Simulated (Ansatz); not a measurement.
**NaGeF3 (model cell, started as cubic perovskite with Ge in the octahedra): a soft mode frozen in**

Aim: this structure of NaGeF3 (model cell, started as cubic perovskite with Ge in the octahedra) is to be tested for unstable modes, and one is followed downhill.

Method: DFT PBEsol, scalar-relativistic, plane waves, PAW; PAW set soft_1, in Ansatz 0.2.0.

The structure was built from a prototype and need not be the compound's stable phase.

**1. The starting structure**

Symmetry: Pm-3m, No. 221, cubic system. Conventional cell: a = 4.341 Å, b = 4.341 Å, c = 4.341 Å, α = 90.00°, β = 90.00°, γ = 90.00°. Nearest to Na lie 12 F at 3.07 Å. Nearest to Ge lie 6 F at 2.17 Å. F has 2 Ge at 2.17 Å nearest. Farther neighbours and most contacts between anions are not listed.

Coordinates:

```cif
data_structure
_symmetry_space_group_name_H-M 'P 1'
_symmetry_Int_Tables_number 1
_cell_length_a 4.3407
_cell_length_b 4.3407
_cell_length_c 4.3407
_cell_angle_alpha 90.000
_cell_angle_beta 90.000
_cell_angle_gamma 90.000
_cell_volume 81.79
loop_
_atom_site_label
_atom_site_type_symbol
_atom_site_fract_x
_atom_site_fract_y
_atom_site_fract_z
_atom_site_occupancy
Na1 Na 0.00000 0.00000 0.00000 1
Ge2 Ge 0.50000 0.50000 0.50000 1
F3 F 0.50000 0.50000 0.00000 1
F4 F 0.50000 0.00000 0.50000 1
F5 F 0.00000 0.50000 0.50000 1
```

**2. The dispersion**

The cell comes from relaxations at this level that are not shown. Stability and thermal properties need the whole zone. Linear response on a 2×2×2 q mesh gives force constants as far as a supercell of that size would, and the tensors from the zone-centre run are typed in so that the long-range dipole term is interpolated apart.

The input, input.yaml:

```yaml
crystal:
  lattice:
    - [4.3407137908, 0.0, 0.0]
    - [0.0, 4.3407137908, 0.0]
    - [0.0, 0.0, 4.3407137908]
  atoms:
    - { symbol: Na, position: [0.0, 0.0, 0.0] }
    - { symbol: Ge, position: [0.5, 0.5, 0.5] }
    - { symbol: F, position: [0.5, 0.5, 0.0] }
    - { symbol: F, position: [0.5, 0.0, 0.5] }
    - { symbol: F, position: [0.0, 0.5, 0.5] }
kpoints:
  mp_grid: { grid: [12, 12, 12] }
hamiltonian:
  xc: pbesol
  pseudopotentials: { kind: paw, azcp: { folder: soft_1 }, xc_functional: pbe }
scf:
  occupations: { method: fixed }
output:
  eigenvalues: true
phonons:
  method: dfpt
  qmesh: [2, 2, 2]
  temperatures: { t_max: 1000, t_step: 50 }
  qpath:
    path:
      - [[0.0, 0.0, 0.0], [0.0, 0.5, 0.0], [0.5, 0.5, 0.0], [0.0, 0.0, 0.0], [0.5, 0.5, 0.5], [0.0, 0.5, 0.0]]
      - [[0.5, 0.5, 0.5], [0.5, 0.5, 0.0]]
    npoints: 10
  non_analytic_term:
    high_frequency_dielectric_tensor: [[3.6621, 0.0, 0.0], [0.0, 3.6621, 0.0], [0.0, 0.0, 3.6621]]
    born_effective_charges:
      - { species: Na, tensor: [[1.2203, 0.0, 0.0], [0.0, 1.2203, 0.0], [0.0, 0.0, 1.2203]] }
      - { species: Ge, tensor: [[3.677, 0.0, 0.0], [0.0, 3.677, 0.0], [0.0, 0.0, 3.677]] }
      - { species: F, tensor: [[-0.4161, 0.0, 0.0], [0.0, -0.4161, 0.0], [0.0, 0.0, -4.0652]] }
      - { species: F, tensor: [[-0.4161, 0.0, 0.0], [0.0, -4.0652, 0.0], [0.0, 0.0, -0.4161]] }
      - { species: F, tensor: [[-4.0652, 0.0, 0.0], [0.0, -0.4161, 0.0], [0.0, 0.0, -0.4161]] }
    source: "zone-centre run at this cell"
```

On the command line:

```sh
$ ansatz run input.yaml --threads 8 --pin off --max-ram 16384MiB --backend cpu --events-out ev --progress --plain --runs-dir out
```

Numbers of over 12 decimals in the logs are rounded to 6 here.

The program printed:

```text
Engine: ansatz 0.2.0, aarch64-unknown-linux-gnu
Pseudopotentials: kind: paw
Pseudopotential: Na, paw, valence charge 9, recommended cutoff 420 eV (normal), soft_1/Na.paw.azcp
Pseudopotential: Ge, paw, valence charge 14, recommended cutoff 420 eV (normal), soft_1/Ge.paw.azcp
Pseudopotential: F, paw, valence charge 7, recommended cutoff 420 eV (normal), soft_1/F.paw.azcp
Functional definition: PBEsol
  exchange = pbesol_x
  correlation = pbesol_c
Crystal: 5 atoms, lattice volume = 81.787 Å³
Basis set: ecut = 420 eV, 1575 PW (Γ), exchange–correlation on 60×60×60 points (8 copies of the dense FFT grid, shifted against one another)
Bands: 27, of which v1, the nominal top of the filled ones, is band 22 counted from 1 (21 counted from 0)
Symmetry: 48 space group operations
k-points: 84 of 1728
Non-local potential: Na, projectors of the file, l = 0: 3, l = 1: 2, l = 2: 1
Non-local potential: Ge, projectors of the file, l = 0: 2, l = 1: 2, l = 2: 3, l = 3: 1
Non-local potential: F, projectors of the file, l = 0: 2, l = 1: 2, l = 2: 1
PAW form: soft (Blöchl's): semilocal exchange-correlation on the pseudo side does not see the compensation charge
PAW frozen core: Na, regenerated for the run's functional, and the local potential with it (the file was generated under x = pbe(κ = 0.804, μ = 0.219515), c = pbe(β = 0.066725))
PAW frozen core: Ge, regenerated for the run's functional, and the local potential with it (the file was generated under x = pbe(κ = 0.804, μ = 0.219515), c = pbe(β = 0.066725))
PAW frozen core: F, regenerated for the run's functional, and the local potential with it (the file was generated under x = pbe(κ = 0.804, μ = 0.219515), c = pbe(β = 0.066725))
PAW one-centre angular grid: Na, 110 points (default); XC on 64 Gauss nodes
PAW one-centre angular grid: Ge, 590 points (default); XC on 64 Gauss nodes
PAW one-centre angular grid: F, 110 points (default); XC on 64 Gauss nodes
Initial density: superposition of atomic densities (chi_scale 0.1, normalization cell, long waves kept (reshape's long-wave potential 0.03 eV rms))
Initial wavefunctions: pseudopotential atomic-orbital guess
Functional: x = pbesol(κ = 0.804, μ = 0.123457), c = pbesol(β = 0.046)
SCF iter   1: F=—  HF=-8137.935811 eV  |F-HF|=—  |Δ(HF+E_count)|=         —  Δρ=1.54e-1  dr2=1.50e1  ethr=3.10e-3  ⟨swp⟩=4.3  Hψ=7945  notcnv=0  defer=212
preconditioner: auto → Resta (q_TF=auto, 2.460 Å⁻¹)  ε∞=5.7  [insulator: Δε(μ)=0.000 eV  Ē_g=8.448 eV  n_scr=18 (ndim 8)  ℏωp=18.4 eV  f_vac=0.067  ε∞_Penn≈5.7]
SCF iter   2: F=—  HF=-8133.696602 eV  |F-HF|=—  |Δ(HF+E_count)|=    4.24e0  Δρ=5.63e-2  dr2=1.78e0  ethr=3.10e-3  ⟨swp⟩=3.0  Hψ=5326  notcnv=0  defer=226
SCF iter   3: F=—  HF=-8133.202884 eV  |F-HF|=—  |Δ(HF+E_count)|=   4.94e-1  Δρ=2.31e-2  dr2=5.41e-1  ethr=3.10e-3  ⟨swp⟩=2.6  Hψ=4546  notcnv=0  defer=161
SCF iter   4: F=—  HF=-8133.022431 eV  |F-HF|=—  |Δ(HF+E_count)|=   1.80e-1  Δρ=7.77e-3  dr2=7.79e-2  ethr=1.23e-3  ⟨swp⟩=3.1  Hψ=3890  notcnv=0  defer=238
SCF iter   5: F=—  HF=-8132.999231 eV  |F-HF|=—  |Δ(HF+E_count)|=   2.32e-2  Δρ=2.27e-3  dr2=4.85e-3  ethr=1.77e-4  ⟨swp⟩=2.8  Hψ=4244  notcnv=0  defer=244
SCF iter   6: F=—  HF=-8133.000022 eV  |F-HF|=—  |Δ(HF+E_count)|=   7.91e-4  Δρ=8.16e-4  dr2=4.76e-4  ethr=1.10e-5  ⟨swp⟩=2.9  Hψ=4114  notcnv=0  defer=245
SCF iter   7: F=—  HF=-8133.000125 eV  |F-HF|=—  |Δ(HF+E_count)|=   1.04e-4  Δρ=2.40e-4  dr2=4.66e-5  ethr=1.08e-6  ⟨swp⟩=2.0  Hψ=4017  notcnv=0  defer=245
SCF iter   8: F=—  HF=-8133.000179 eV  |F-HF|=—  |Δ(HF+E_count)|=   5.36e-5  Δρ=7.63e-5  dr2=4.23e-6  ethr=1.06e-7  ⟨swp⟩=2.0  Hψ=4087  notcnv=0  defer=204
SCF iter   9: F=—  HF=-8133.000185 eV  |F-HF|=—  |Δ(HF+E_count)|=   6.05e-6  Δρ=1.79e-5  dr2=2.96e-7  ethr=9.62e-9  ⟨swp⟩=2.0  Hψ=3790  notcnv=0  defer=99
SCF iter  10: F=—  HF=-8133.000186 eV  |F-HF|=—  |Δ(HF+E_count)|=   7.36e-7  Δρ=2.87e-6  dr2=7.98e-9  ethr=6.72e-10  ⟨swp⟩=2.9  Hψ=3925  notcnv=0  defer=100
SCF iter  11: F=—  HF=-8133.000186 eV  |F-HF|=—  |Δ(HF+E_count)|=   1.29e-8  Δρ=7.07e-7  dr2=7.14e-10  ethr=1.81e-11  ⟨swp⟩=2.0  Hψ=3872  notcnv=0  defer=100
SCF iter  12: F=—  HF=-8133.000186 eV  |F-HF|=—  |Δ(HF+E_count)|=  6.37e-12  Δρ=4.65e-7  dr2=1.37e-10  ethr=1.62e-12  ⟨swp⟩=2.0  Hψ=3003  notcnv=0  defer=100
SCF iter  13: F=-8133.000186 eV  HF=-8133.000186 eV  |F-HF|=1.46e-11  |Δ(HF+E_count)|=  7.37e-11  Δρ=1.19e-7  dr2=9.99e-12  ethr=1.00e-12  ⟨swp⟩=11.6  Hψ=13933  notcnv=0
SCF 1 converged in 13 iterations: F = -8133.000186 eV  dr2 = 9.99e-12
  greatest PAW one-centre occupation: 0.999 electrons in one spin orbital (limit 2), on the Na atom at site 0 (counted from 0), in its partial waves of l = 0
NSCF: frozen V_eff on 84 k-points
NSCF: frozen V_eff on 343 k-points
DFPT response loops at q = (0, 0, 0) (fractional): preconditioner auto → none (the input reference at scf.mixing.eps_inf says where Resta's filter doesn't serve); β = 0.50; Broyden in place of MSR1
NSCF: frozen V_eff on 686 k-points
DFPT response loops at q = (0, 0, -0.5) (fractional): mixed as the last ones told, above
NSCF: frozen V_eff on 686 k-points
DFPT response loops at q = (0, -0.5, -0.5) (fractional): mixed as the last ones told, above
NSCF: frozen V_eff on 686 k-points
DFPT response loops at q = (-0.5, -0.5, -0.5) (fractional): mixed as the last ones told, above
SCF converged after 13 iterations
Free energy (F): -8133.000186 eV
Harris-Foulkes:  -8133.000186 eV  (|F-HF|=1.46e-11)
Internal energy: -8133.000186 eV  (E = F + TS)
E sigma→0 (E₀):  -8133.000186 eV
Fermi energy:    5.382689 eV
--- Per-component energies (eV) ---
  E_band       = -550.776900
  E_kinetic    = 794.295867
  E_local      = -5761.072422  (includes V_loc(G=0)·N_el)
  E_nonlocal   = 751.830852
  E_hartree    = 2329.113653
  E_xc         = -336.157965
  E_vxc        = -406.720585  (∫ρ·V_xc dr)
  E_paw        = -2838.650722  (= ΣΔE_a)
  E_vpaw       = -587.340239  (= ΣTr[D̂ρ^β])
  E_aug_tail   = 0.002179  (compensation charges beyond the density's cutoff)
  E_ewald      = -3073.461587
  E_core_change = 1.099960  (= ΣΔE_core)
  E_smearing   = -0.000000  (= −TS)
  E_closure    = 0.000000  (closes the sum)
  Σ components = -8133.000186   (vs F -8133.000186, Δ=0.00e0)
--- Band table (eV; the first three rows and the last of 84) ---
  k-point 0: bands = [... 18 lower, -0.1877, -0.1804, -0.1804, -0.1804, 6.6862, 10.8569, 10.8569, 10.8569, ... 1 higher]
  k-point 1: bands = [... 18 lower, -0.1881, -0.1832, -0.1832, -0.0331, 6.7476, 10.6239, 10.8443, 10.8443, ... 1 higher]
  k-point 2: bands = [... 18 lower, -0.2087, -0.1828, -0.1828, 0.4220, 6.9141, 10.1209, 10.8094, 10.8094, ... 1 higher]
  k-point 83: bands = [... 18 lower, 0.2439, 0.2439, 0.2439, 5.3827, 7.1702, 7.1702, 7.1702, 9.2882, ... 1 higher]
--- Phonons (Γ-DFPT): 4 representative perturbations + reference (Σ response iterations 13) ---
  ASR residual: 2.839e-4 → 0.000e0 eV/Å²; symmetrization residual: 4.914e-6 eV/Å²
  ASR residual per site (eV/Å²): 2.84e-4 4.51e-5 4.25e-5 4.25e-5 4.25e-5
  Γ frequencies (cm⁻¹): -237.60 -237.60 -237.60 -112.74 -112.74 -112.74 -56.76 -56.76 -56.76 0.00 0.00 0.00 144.86 144.86 144.86
--- Phonons (arbitrary-q DFPT): 4 irreducible q on the 2×2×2 mesh ---
  q = [0.0000, 0.0000, 0.0000] (star 1, of the zone-centre solve; hermiticity 3.04e-6, symmetrization 6.40e-12): -237.60 -237.60 -237.60 -112.74 -112.74 -112.74 -56.76 -56.76 -56.76 -0.00 0.00 0.00 144.86 144.86 144.86
  q = [0.0000, 0.0000, -0.5000] (star 3, 9 solved perturbations in 2646 linear systems a pass and spin channel, the states on 343 of 1728 k-point pairs; hermiticity 3.61e-7, symmetrization 4.49e-13): -225.92 -225.92 -108.13 -108.13 -54.23 -54.23 -53.80 13.73 80.21 80.21 98.02 112.56 112.56 255.03 395.17
  q = [0.0000, -0.5000, -0.5000] (star 3, 9 solved perturbations in 2646 linear systems a pass and spin channel, the states on 343 of 1728 k-point pairs; hermiticity 3.94e-7, symmetrization 4.06e-13): -213.55 -123.14 -115.98 -115.98 -77.45 12.43 12.43 71.18 71.18 95.13 159.97 245.65 245.65 297.62 408.52
  q = [-0.5000, -0.5000, -0.5000] (star 1, 4 solved perturbations in 931 linear systems a pass and spin channel, the states on 343 of 1728 k-point pairs; hermiticity 5.25e-7, symmetrization 5.26e-12): -123.65 -123.65 -123.65 -111.27 -111.27 -111.27 180.82 180.82 180.82 214.57 214.57 214.57 297.17 297.17 418.35
  sum rule: each row above includes the acoustic sum rule's correction from the zone centre's row sums; it moved no ω² by more than (1.83 cm⁻¹)²
  mesh force constants: q→R imaginary residual 1.05e-17; ASR residual 2.839e-4 → 0.000e0 eV/Å²; symmetrization residual 9.770e-15 eV/Å²
  interpolated dispersion: 63 rows × 15 modes
  density of states and harmonic sums: on the 14×14×14 q-mesh, interpolated from the force constants of a 2×2×2 supercell (with the dipole–dipole term of supplied tensors)
  largest difference from the sums on the solved wave vectors: F 2.44e-1 eV, S 2.72e-4 and C_V 7.25e-5 eV/K
  zero-point energy: 0.087990 eV/cell   skipped modes (ω ≤ 0): 847, of them read as no rigid motion or as one in doubt: 844 (7.078e0 modes/cell left out, lowest -237.60 cm⁻¹)   left out of the sums: 4.72e-1 of the cell's modes: C_V's classical limit lies that fraction below 3 k_B per atom; for a crystal, a wire or a layer, F and S can be off by more, and a phonons.interpolated_qmesh denser along its periods is the remedy for the sampling
```

It took 3.2 min on 8 threads of Arm Neoverse V1, shared host; peak memory 1.9 GiB.

The column dr2 measures how far the density is from self-consistency, as an energy; F and HF (Harris–Foulkes) agree once it is small.

Numbers from this step:

```yaml
gap_on_the_k_mesh: 1.303 eV
volume_per_atom: 16.36 Å³
sum_rule_residual_before_enforcement: 2.84e-4 eV/Å²
lowest_frequency_on_the_path: -237.6 cm⁻¹
point_group: m-3m
highest_frequency_on_the_path_or_at_a_solved_wavevector: 418.4 cm⁻¹
highest_optical_mode_at_the_zone_centre_no_lo_to_term: 144.9 cm⁻¹
lowest_optical_zone_centre_mode: -237.6 cm⁻¹
lowest_mode_on_the_q_mesh_acoustic_modes_at_gamma_apart: -237.6 cm⁻¹
```

Frequencies (cm⁻¹) solved at each irreducible wavevector; negative means imaginary. Frequencies by wavevector, by row:

```tsv
q in reciprocal lattice units	star	mode 1	mode 2	mode 3	mode 4	mode 13	mode 14	mode 15
0 0 0	1	-237.6	-237.6	-237.6	-112.7	144.9	144.9	144.9
0 0 -0.5	3	-225.9	-225.9	-108.1	-108.1	112.6	255	395.2
0 -0.5 -0.5	3	-213.6	-123.1	-116	-116	245.7	297.6	408.5
-0.5 -0.5 -0.5	1	-123.7	-123.7	-123.7	-111.3	297.2	297.2	418.4
```

Interpolated from a 2×2×2 q mesh, rough between the solved points, with the LO-TO term (at Γ the limit along the path; where Γ stands inside the path, tables give the limit on arrival). The phonon branches at the labelled points (cm⁻¹):

```tsv
point	branch 1	branch 2	branch 3	branch 4	branch 12	branch 13	branch 14	branch 15
Γ	-238	-238	-167	-113	117	145	145	392
halfway	-232	-232	-117	-110	134	134	186	394
X	-226	-226	-108	-108	113	113	255	395
halfway	-220	-119	-98	-98	184	192	250	395
M	-214	-123	-116	-116	246	246	298	408
halfway	-226	-136	-104	-90	144	179	198	378
Γ	-238	-238	-167	-113	117	145	145	392
halfway	-127	-127	-97	-96	181	192	192	366
R	-124	-124	-124	-111	215	297	297	418
halfway	-117	-113	-111	-104	191	205	242	392
X	-226	-226	-108	-108	113	113	255	395
jump to R	-124	-124	-124	-111	215	297	297	418
halfway	-123	-117	-117	-99	234	234	297	407
M	-214	-123	-116	-116	246	246	298	408
```

Symmetry leaves 4 wavevectors to solve. The lowest mode among them, the acoustic zeros apart, lies at Γ and is imaginary, 237.6i cm⁻¹, so the energy falls along it.

**3. The mode frozen in, largest atomic shift 0 Å**

The mode followed lies at Γ with frequency 237.6i cm⁻¹ and is 3-fold degenerate, the softest among the wavevectors solved. At small amplitude the distorted cell has space group no. 160 by a symmetry search on the positions. The undistorted cell that holds it gives the zero of energy on the same k mesh.

input.yaml, the sections that differ from step 2:

```yaml
scf:
  occupations: { method: gaussian, width: 0.02 }
output:
  forces: true
  stress: true
  eigenvalues: true
# crystal, kpoints, hamiltonian: as in step 2
# phonons: removed
```

The program printed:

```text
[...]
Crystal: 5 atoms, lattice volume = 81.787 Å³
Basis set: ecut = 420 eV, 1575 PW (Γ), exchange–correlation on 60×60×60 points (8 copies of the dense FFT grid, shifted against one another)
Bands: 27, of which v1, the nominal top of the filled ones, is band 22 counted from 1 (21 counted from 0)
Symmetry: 48 space group operations
[...]
k-points: 84 of 1728
[...]
--- Band table (eV; the first three rows and the last of 84) ---
  k-point 0: bands = [... 18 lower, -0.1876, -0.1803, -0.1803, -0.1803, 6.6862, 10.8570, 10.8570, 10.8570]
  k-point 1: bands = [... 18 lower, -0.1880, -0.1831, -0.1831, -0.0330, 6.7476, 10.6239, 10.8444, 10.8444]
  k-point 2: bands = [... 18 lower, -0.2087, -0.1827, -0.1827, 0.4220, 6.9141, 10.1210, 10.8095, 10.8095]
  k-point 83: bands = [... 18 lower, 0.2440, 0.2440, 0.2440, 5.3828, 7.1703, 7.1703, 7.1703, 9.2883]
[key lines of the parts left out:]
SCF converged after 10 iterations
Free energy (F): -8133.000186 eV
Fermi energy:    6.034475 eV
P = ⅓ Tr σ = -0.0096 GPa (-0.096 kbar)
```

It took 1.9 s on 8 threads; peak memory 0.5 GiB.

This step gave:

| Item | Value |
| --- | --- |
| pressure | -0.009594 GPa |
| energy from the undistorted cell | 0 meV/atom |

At this level the gap is 1.30 eV on the k-mesh of the self-consistent run, which can miss the band edges.

**4. The mode frozen in, largest atomic shift 0.22 Å**

The atoms are moved along the unstable eigenvector, the largest shift by 0.22 Å, with the cell fixed.

input.yaml, the sections that differ from step 3:

```yaml
crystal:
  lattice:
    - [4.3407137908, 0.0, 0.0]
    - [0.0, 4.3407137908, 0.0]
    - [0.0, 0.0, 4.3407137908]
  atoms:
    - { symbol: Na, position: [-0.0027783054, 0.0027783054, 0.0027783054] }
    - { symbol: Ge, position: [0.5059088509, 0.4940911491, 0.4940911491] }
    - { symbol: F, position: [0.5137797222, 0.4862202778, 0.0467867046] }
    - { symbol: F, position: [0.5137797222, 0.0467867046, 0.4862202778] }
    - { symbol: F, position: [-0.0467867046, 0.4862202778, 0.4862202778] }
# kpoints, hamiltonian, scf, output: as in step 3
```

The program printed:

```text
[...]
Crystal: 5 atoms, lattice volume = 81.787 Å³
Basis set: ecut = 420 eV, 1575 PW (Γ), exchange–correlation on 60×60×60 points (8 copies of the dense FFT grid, shifted against one another)
Bands: 27, of which v1, the nominal top of the filled ones, is band 22 counted from 1 (21 counted from 0)
Symmetry: 6 space group operations
[...]
k-points: 189 of 1728 (time reversal used)
[...]
--- Band table (eV; the first three rows and the last of 189) ---
  k-point 0: bands = [... 18 lower, -0.2540, -0.2371, -0.2371, 0.4630, 6.8064, 10.9265, 10.9265, 11.5319]
  k-point 1: bands = [... 18 lower, -0.2832, -0.2521, -0.2327, 0.6145, 6.8573, 10.7273, 10.9203, 11.4717]
  k-point 2: bands = [... 18 lower, -0.3481, -0.2510, -0.2241, 0.9896, 6.9939, 10.2678, 10.9014, 11.4069]
  k-point 188: bands = [... 18 lower, 0.0498, 0.0498, 0.1357, 4.8153, 7.5739, 7.5739, 8.7414, 9.2599]
[key lines of the parts left out:]
SCF converged after 10 iterations
Free energy (F): -8133.170871 eV
Fermi energy:    5.810832 eV
P = ⅓ Tr σ = 2.1378 GPa (21.378 kbar)
```

Wall time 6.6 s (8 threads); peak memory 0.62 GiB; 50 s of CPU time.

This step gave:

```
pressure                         : 2.138 GPa
gap on the k-mesh                : 1.991 eV
energy from the undistorted cell : -34.14 meV/atom
```

The energy, extrapolated to zero smearing, is -34.14 meV/atom against the undistorted cell.

The run ends at a pressure of 2.14 GPa, with forces up to 0.19 eV/Å.

**5. Energy along the mode, all amplitudes (two of the runs are shown above)**

An imaginary frequency means negative curvature, so the energy should fall and then rise again as anharmonic terms take over.

Numbers from this step:

```yaml
depth_at_the_lowest_point_sampled: 34.14 meV/atom
largest_atomic_shift_at_that_point: 0.22 Å
```

Energy from the parent against largest atomic shift:

```tsv
largest atomic shift (Å)	energy from the parent (meV/atom)
0.000	0
0.040	-1.97
0.080	-7.48
0.140	-19.9
0.220	-34.1
0.320	-17.2
0.450	166
```

Displacement at unit largest shift by atom:

```tsv
atom	x (Å)	y (Å)	z (Å)	size
Na1	-0.055	0.055	0.055	0.095
Ge2	0.117	-0.117	-0.117	0.203
F3	0.272	-0.272	0.923	1.000
F4	0.272	0.923	-0.272	1.000
F5	-0.923	-0.272	-0.272	1.000
```

The lowest of the steps tried is at 0.22 Å, 34.1 meV/atom below the parent; the bottom of the well need not coincide with a step.

(Continued in part 2 of 3.)

[Logs are printed without paths, hosts, clocks, repeated set-up lines and the standing remarks that a program may print on its own settings, such as how far it seeks lower states.]

[Hosts, paths, dates, database ids (printed as entryN), source tags and the programs' standing remarks are cut or masked in the printed files.]
